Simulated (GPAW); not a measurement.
# The B K excitation threshold of BN (P6_3mc) under uniform strain

For each volume the threshold was computed as E(hole) − E(ground) plus the lowest empty eigenvalue of the hole cell (GPAW, LDA, 16-atom cell, total energies on 5×5×5 k points, the eigenvalue on 6×6×6, hole spin-paired). The values are raw, 6 eV above the value with the free atom's term for the hole's spin taken off; only their change is used. The threshold is the spectrum's zero, where absorption may be weak, not the visible edge.

| volume | ln(V/V₀) | threshold (eV) |
| --- | --- | --- |
| V × 0.94 | -0.06188 | 195.578 |
| V × 0.97 | -0.03046 | 195.697 |
| V × 1 | +0.00000 | ? |
| V × 1.03 | +0.02956 | 195.908 |
| V × 1.06 | +0.05827 | 195.992 |

The database entry behind the starting cell has ideal inner coordinates that were not refined, so it need not match the best structure at ambient conditions.

Q: Fit a straight line in ln(V/V₀), give its slope, and predict the threshold at V × 1.

The means of the given rows are x̄ = -0.00113 and Ē = 195.794 eV. Σ(x − x̄)(E − Ē) = 0.03123 and Σ(x − x̄)² = 0.009021, so the slope is +3.46 eV, and the line passes the given rows within 0.008 eV. At x = +0.00000 it gives 195.794 + (+3.46) × (+0.00113) = 195.798 eV. The run gives 195.808 eV, a miss of -0.010 eV over a total move of +0.414 eV. The slope is the clamped-ion volume deformation potential of the lowest empty level of the hole cell on this mesh (the hole may pull it below the band edge) against the B 1s level, with the hole's relaxation included: the threshold rises by 0.035 eV for 1 % of expansion. The charged cell's image error also scales with the cell's size and isn't taken out.

[Hosts, paths, dates, database ids (printed as entryN), source tags and the programs' standing remarks are cut or masked in the printed files.]

[Lists of maxima count a maximum above −3 eV only where it reaches 4 % of the highest in the window and stands out from its surroundings by 2 % of it (1.5 % where it reaches 55 %); shoulders and weaker maxima are passed over, and of the rest the first, up to two pre-edge ones and the few strongest are named.]
